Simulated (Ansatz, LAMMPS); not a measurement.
# Squeezing and shearing amorphous 28Y2O3-72Al2O3 (mol %) (90 atoms)

How stiff is amorphous 28Y2O3-72Al2O3 (mol %) (90 atoms), and how do its levels respond to strain?

Main program and level: Ansatz 0.2.0; Kohn-Sham DFT, r2SCAN, PAW (set soft_2), plane waves.

**1. Set-up**

The cell holds 90 atoms: 10 Y, 26 Al and 54 O. Cell: a = 10.295 Å, b = 10.295 Å, c = 10.295 Å, α = 90.0°, β = 90.0°, γ = 90.0°. 90 atoms (10 Er, 26 Al, 54 O) placed at random at 4.86 g/cm³, melted at 5000 K for 10 ps at fixed volume with the Morse and Coulomb pair potential with partial charges (Pedone, Malavasi, Menziani, Cormack and Segre, J. Phys. Chem. B 110, 11780 (2006)). Quenched from 5000 K to 300 K at 20 K/ps and fixed volume, held 10 ps at zero pressure, then minimised at fixed cell. Then Er was replaced by Y and the cell scaled by 1.009 (the potential has no terms for the new elements, so the cell is a start for a DFT relaxation).

Structure file:

```
Y Al O
1.0
    10.29549    0.00000    0.00000
     0.00000   10.29549    0.00000
     0.00000    0.00000   10.29549
Y Al O
10 26 54
Direct
  0.13798 0.41300 0.54164
  0.15130 0.24646 0.25677
  0.11825 0.79796 0.93170
  0.73862 0.70107 0.18188
  0.43655 0.72244 0.93384
  0.28188 0.37877 0.93327
  0.64368 0.15895 0.88786
  0.39030 0.94613 0.12613
  0.14437 0.61051 0.20472
  0.83127 0.99932 0.13627
  0.86524 0.34644 0.72862
  0.75074 0.80377 0.84530
  0.16723 0.07314 0.87622
  0.30101 0.59048 0.68055
  0.69660 0.21077 0.41865
  0.91038 0.02874 0.72260
  0.61720 0.95888 0.63366
  0.95525 0.26676 0.99456
  0.40461 0.16416 0.73869
  0.59292 0.46091 0.05382
  0.43152 0.23368 0.45878
  0.88174 0.56005 0.93741
  0.36626 0.91488 0.48271
  0.64926 0.51179 0.39152
  0.10019 0.94432 0.23898
  0.95100 0.13472 0.45570
  0.19635 0.07470 0.57437
  0.90406 0.39368 0.30092
  0.59343 0.18242 0.16904
  0.37959 0.43914 0.27296
  0.45382 0.71347 0.28627
  0.86422 0.61415 0.62904
  0.11283 0.76078 0.49080
  0.57394 0.41348 0.63830
  0.84145 0.85658 0.47192
  0.57898 0.69954 0.60459
  0.70600 0.56110 0.58472
  0.31528 0.35040 0.40637
  0.23168 0.05122 0.22531
  0.42558 0.22992 0.89091
  0.04440 0.96814 0.80312
  0.26694 0.69767 0.80346
  0.63304 0.30073 0.05873
  0.46924 0.83736 0.58396
  0.28103 0.96782 0.93883
  0.71146 0.82130 0.57198
  0.58002 0.66408 0.39087
  0.45442 0.28432 0.62762
  0.11849 0.21532 0.95987
  0.19796 0.63033 0.55056
  0.86096 0.27632 0.42783
  0.19429 0.90828 0.53410
  0.86244 0.67002 0.79666
  0.95740 0.31635 0.15769
  0.91438 0.39814 0.88905
  0.03371 0.92319 0.08874
  0.10079 0.79432 0.32246
  0.92064 0.99372 0.54471
  0.79424 0.51919 0.30448
  0.46049 0.50976 0.96229
  0.33626 0.59863 0.30658
  0.91975 0.19355 0.69971
  0.26655 0.39923 0.14908
  0.94257 0.46384 0.63230
  0.57626 0.04413 0.07407
  0.81086 0.85534 0.30935
  0.01216 0.61686 0.02843
  0.53045 0.74909 0.13503
  0.65629 0.08567 0.51909
  0.69287 0.33845 0.73934
  0.54170 0.47176 0.22724
  0.61225 0.35962 0.45905
  0.48673 0.20540 0.29583
  0.10939 0.19257 0.49187
  0.23345 0.44062 0.73429
  0.76464 0.96176 0.77069
  0.73440 0.55160 0.02232
  0.78122 0.82501 0.00705
  0.46594 0.55857 0.63714
  0.27080 0.74586 0.08521
  0.23725 0.12706 0.72621
  0.94728 0.72852 0.53265
  0.60188 0.74225 0.79494
  0.05888 0.45283 0.34121
  0.36002 0.08457 0.50577
  0.52261 0.04588 0.74134
  0.84784 0.14239 0.97075
  0.72829 0.14974 0.26430
  0.99407 0.06811 0.30399
  0.40075 0.86564 0.33118
```

Limits known from the start: The quench rate of 20 K/ps is orders of magnitude faster than experiment, which tends to freeze in extra defects. The starting topology of bonds comes from the classical model, and needn't be the one that DFT or experiment would give. Sampling is at Γ alone.

**2. Single point at the start**

A single point comes first, to see the forces before anything moves.

File input.yaml:

```yaml
crystal:
  lattice:
    - [10.29549, 0.0, 0.0]
    - [0.0, 10.29549, 0.0]
    - [0.0, 0.0, 10.29549]
  atoms:
    - { symbol: "Y", position: [0.13798, 0.413, 0.54164] }
    - { symbol: "Y", position: [0.1513, 0.24646, 0.25677] }
    - { symbol: "Y", position: [0.11825, 0.79796, 0.9317] }
    - { symbol: "Y", position: [0.73862, 0.70107, 0.18188] }
    - { symbol: "Y", position: [0.43655, 0.72244, 0.93384] }
    - { symbol: "Y", position: [0.28188, 0.37877, 0.93327] }
    - { symbol: "Y", position: [0.64368, 0.15895, 0.88786] }
    - { symbol: "Y", position: [0.3903, 0.94613, 0.12613] }
    - { symbol: "Y", position: [0.14437, 0.61051, 0.20472] }
    - { symbol: "Y", position: [0.83127, 0.99932, 0.13627] }
    - { symbol: Al, position: [0.86524, 0.34644, 0.72862] }
    - { symbol: Al, position: [0.75074, 0.80377, 0.8453] }
    - { symbol: Al, position: [0.16723, 0.07314, 0.87622] }
    - { symbol: Al, position: [0.30101, 0.59048, 0.68055] }
    - { symbol: Al, position: [0.6966, 0.21077, 0.41865] }
    - { symbol: Al, position: [0.91038, 0.02874, 0.7226] }
    - { symbol: Al, position: [0.6172, 0.95888, 0.63366] }
    - { symbol: Al, position: [0.95525, 0.26676, 0.99456] }
    - { symbol: Al, position: [0.40461, 0.16416, 0.73869] }
    - { symbol: Al, position: [0.59292, 0.46091, 0.05382] }
    - { symbol: Al, position: [0.43152, 0.23368, 0.45878] }
    - { symbol: Al, position: [0.88174, 0.56005, 0.93741] }
    - { symbol: Al, position: [0.36626, 0.91488, 0.48271] }
    - { symbol: Al, position: [0.64926, 0.51179, 0.39152] }
    - { symbol: Al, position: [0.10019, 0.94432, 0.23898] }
    - { symbol: Al, position: [0.951, 0.13472, 0.4557] }
    - { symbol: Al, position: [0.19635, 0.0747, 0.57437] }
    - { symbol: Al, position: [0.90406, 0.39368, 0.30092] }
    - { symbol: Al, position: [0.59343, 0.18242, 0.16904] }
    - { symbol: Al, position: [0.37959, 0.43914, 0.27296] }
    - { symbol: Al, position: [0.45382, 0.71347, 0.28627] }
    - { symbol: Al, position: [0.86422, 0.61415, 0.62904] }
    - { symbol: Al, position: [0.11283, 0.76078, 0.4908] }
    - { symbol: Al, position: [0.57394, 0.41348, 0.6383] }
    - { symbol: Al, position: [0.84145, 0.85658, 0.47192] }
    - { symbol: Al, position: [0.57898, 0.69954, 0.60459] }
    - { symbol: O, position: [0.706, 0.5611, 0.58472] }
    - { symbol: O, position: [0.31528, 0.3504, 0.40637] }
    - { symbol: O, position: [0.23168, 0.05122, 0.22531] }
    - { symbol: O, position: [0.42558, 0.22992, 0.89091] }
    - { symbol: O, position: [0.0444, 0.96814, 0.80312] }
    - { symbol: O, position: [0.26694, 0.69767, 0.80346] }
    - { symbol: O, position: [0.63304, 0.30073, 0.05873] }
    - { symbol: O, position: [0.46924, 0.83736, 0.58396] }
    - { symbol: O, position: [0.28103, 0.96782, 0.93883] }
    - { symbol: O, position: [0.71146, 0.8213, 0.57198] }
    - { symbol: O, position: [0.58002, 0.66408, 0.39087] }
    - { symbol: O, position: [0.45442, 0.28432, 0.62762] }
    - { symbol: O, position: [0.11849, 0.21532, 0.95987] }
    - { symbol: O, position: [0.19796, 0.63033, 0.55056] }
    - { symbol: O, position: [0.86096, 0.27632, 0.42783] }
    - { symbol: O, position: [0.19429, 0.90828, 0.5341] }
    - { symbol: O, position: [0.86244, 0.67002, 0.79666] }
    - { symbol: O, position: [0.9574, 0.31635, 0.15769] }
    - { symbol: O, position: [0.91438, 0.39814, 0.88905] }
    - { symbol: O, position: [0.03371, 0.92319, 0.08874] }
    - { symbol: O, position: [0.10079, 0.79432, 0.32246] }
    - { symbol: O, position: [0.92064, 0.99372, 0.54471] }
    - { symbol: O, position: [0.79424, 0.51919, 0.30448] }
    - { symbol: O, position: [0.46049, 0.50976, 0.96229] }
    - { symbol: O, position: [0.33626, 0.59863, 0.30658] }
    - { symbol: O, position: [0.91975, 0.19355, 0.69971] }
    - { symbol: O, position: [0.26655, 0.39923, 0.14908] }
    - { symbol: O, position: [0.94257, 0.46384, 0.6323] }
    - { symbol: O, position: [0.57626, 0.04413, 0.07407] }
    - { symbol: O, position: [0.81086, 0.85534, 0.30935] }
    - { symbol: O, position: [0.01216, 0.61686, 0.02843] }
    - { symbol: O, position: [0.53045, 0.74909, 0.13503] }
    - { symbol: O, position: [0.65629, 0.08567, 0.51909] }
    - { symbol: O, position: [0.69287, 0.33845, 0.73934] }
    - { symbol: O, position: [0.5417, 0.47176, 0.22724] }
    - { symbol: O, position: [0.61225, 0.35962, 0.45905] }
    - { symbol: O, position: [0.48673, 0.2054, 0.29583] }
    - { symbol: O, position: [0.10939, 0.19257, 0.49187] }
    - { symbol: O, position: [0.23345, 0.44062, 0.73429] }
    - { symbol: O, position: [0.76464, 0.96176, 0.77069] }
    - { symbol: O, position: [0.7344, 0.5516, 0.02232] }
    - { symbol: O, position: [0.78122, 0.82501, 0.00705] }
    - { symbol: O, position: [0.46594, 0.55857, 0.63714] }
    - { symbol: O, position: [0.2708, 0.74586, 0.08521] }
    - { symbol: O, position: [0.23725, 0.12706, 0.72621] }
    - { symbol: O, position: [0.94728, 0.72852, 0.53265] }
    - { symbol: O, position: [0.60188, 0.74225, 0.79494] }
    - { symbol: O, position: [0.05888, 0.45283, 0.34121] }
    - { symbol: O, position: [0.36002, 0.08457, 0.50577] }
    - { symbol: O, position: [0.52261, 0.04588, 0.74134] }
    - { symbol: O, position: [0.84784, 0.14239, 0.97075] }
    - { symbol: O, position: [0.72829, 0.14974, 0.2643] }
    - { symbol: O, position: [0.99407, 0.06811, 0.30399] }
    - { symbol: O, position: [0.40075, 0.86564, 0.33118] }
kpoints:
  mp_grid: { grid: [1, 1, 1] }
hamiltonian:
  xc: r2scan
scf:
  occupations: { method: fixed }
output:
  forces: true
```

Launch:

```bash
> ansatz run input.yaml --threads 4 --pin off --max-ram 8192MiB --backend cpu --events-out ev --progress --plain --runs-dir out
```

Output:

```text
[...]
Pseudopotentials: kind: paw
Pseudopotential: Y, paw, valence charge 11, recommended cutoff 500 eV (meta_gga), Y.paw.azcp
Pseudopotential: Al, paw, valence charge 3, recommended cutoff 500 eV (meta_gga), Al.paw.azcp
Pseudopotential: O, paw, valence charge 6, recommended cutoff 500 eV (meta_gga), O.paw.azcp
[... 6 lines on functional and potentials left out ...]
Crystal: 90 atoms, lattice volume = 1091.292 Å³
Basis set: ecut = 500 eV, 27633 PW (Γ), exchange–correlation on 320×320×320 points (64 copies of the dense FFT grid, shifted against one another)
Bands: 346, of which v1, the nominal top of the filled ones, is band 256 counted from 1 (255 counted from 0)
Symmetry: 1 space group operations
Space group: P1 (ITA 1), of the structure as read, at distance tolerance 1.0e-4 Å
k-points: 1
[... 10 lines on functional and potentials left out ...]
Initial density: superposition of atomic densities (neutral atoms: chi_scale 0, normalization atom), corrected by the library's trained network
Initial wavefunctions: pseudopotential atomic-orbital guess
[...]
SCF iter   1: F=—  HF=-83505.903377 eV  |F-HF|=—  |Δ(HF+E_count)|=         —  Δρ=8.91e-3  dr2=1.01e0  dr2_τ=5.32e0  ethr=1.77e-3  ⟨swp⟩=5.0  Hψ=1060  notcnv=0  defer=87
preconditioner: auto → Resta (q_TF=auto, 2.405 Å⁻¹)  ε∞=3.3  [insulator: Δε(μ)=4.473 eV  Ē_g=16.591 eV  n_scr=250 (ndim 8)  ℏωp=24.9 eV  f_vac=0.032  ε∞_Penn≈3.3]
SCF iter   2: F=—  HF=-83508.695055 eV  |F-HF|=—  |Δ(HF+E_count)|=    2.79e0  Δρ=5.01e-3  dr2=1.61e-1  dr2_τ=2.93e-2  ethr=1.98e-4  ⟨swp⟩=3.0  Hψ=574  notcnv=0  defer=87
SCF iter   3: F=—  HF=-83508.675969 eV  |F-HF|=—  |Δ(HF+E_count)|=   1.91e-2  Δρ=1.88e-3  dr2=2.78e-2  dr2_τ=3.22e-3  ethr=3.14e-5  ⟨swp⟩=2.0  Hψ=426  notcnv=0  defer=76
automatic band count: iteration 3 solves 334 bands in place of 346: the levels show a gap, and the empty bands left out lie too high to hold charge; the band table lists the bands solved (type scf.n_extra_bands for more)
SCF iter   4: F=—  HF=-83508.671972 eV  |F-HF|=—  |Δ(HF+E_count)|=   4.00e-3  Δρ=5.86e-4  dr2=2.94e-3  dr2_τ=6.44e-4  ethr=5.44e-6  ⟨swp⟩=2.0  Hψ=439  notcnv=0  defer=76
SCF iter   5: F=—  HF=-83508.671596 eV  |F-HF|=—  |Δ(HF+E_count)|=   3.77e-4  Δρ=1.66e-4  dr2=2.39e-4  dr2_τ=3.22e-5  ethr=5.74e-7  ⟨swp⟩=2.0  Hψ=476  notcnv=0  defer=76
[...]
SCF iter   9: F=—  HF=-83508.669466 eV  |F-HF|=—  |Δ(HF+E_count)|=   9.01e-8  Δρ=3.22e-6  dr2=1.10e-7  dr2_τ=1.09e-8  ethr=2.21e-10  ⟨swp⟩=2.0  Hψ=459  notcnv=0  defer=74
SCF iter  10: F=-83508.669466 eV  HF=-83508.669466 eV  |F-HF|=8.88e-10  |Δ(HF+E_count)|=   3.48e-9  Δρ=1.22e-6  dr2=1.42e-8  dr2_τ=1.97e-9  ethr=1.95e-11  ⟨swp⟩=4.0  Hψ=829  notcnv=0
SCF 1 converged in 10 iterations: F = -83508.669466 eV  dr2 = 1.42e-8
[...]
SCF converged after 10 iterations
Free energy (F): -83508.669466 eV
Harris-Foulkes:  -83508.669466 eV  (|F-HF|=8.88e-10)
Internal energy: -83508.669466 eV  (E = F + TS)
E sigma→0 (E₀):  -83508.669466 eV
Fermi energy:    5.847734 eV
--- Per-component energies (eV) ---
[...]
Σ components = -83508.669466   (vs F -83508.669466, Δ=0.00e0)
--- Forces (eV/Å), atoms counted from 1 ---
  atom   1  Y     -0.39227985     0.15213392     0.69085947
  atom   2  Y      0.39187078    -0.93722800    -0.65106028
  atom   3  Y     -0.12801197     0.03924969     0.43818182
  atom   4  Y     -0.57031377     0.12997261    -0.05538891
[...]
atom  90  O     -0.22241545     0.04591687    -1.06615314
  max |Σ_I F_I| component: 1.53e-4 eV/Å
```

Elapsed: 15 s, on 4 threads of Intel Xeon 6975P-C (Granite Rapids), shared host; peak memory 3 GiB; 58 s of CPU time.

In the SCF lines HF is the Harris–Foulkes energy and dr2 the Hartree energy of the density residual, in eV; the loop may stop once dr2 is under the threshold and the program's other checks hold. Hψ counts applications of the Hamiltonian.

The r.m.s. force at the start is 0.46 eV/Å.

(Part 1 of 3 ends here.)

[Long decimals in the printed logs are rounded to 6 places.]

[Logs are printed without paths, hosts, clocks, repeated set-up lines and the standing remarks that a program may print on its own settings, such as how far it seeks lower states.]

[Hosts, paths, dates, database ids (printed as entryN), source tags and the programs' standing remarks are cut or masked in the printed files.]
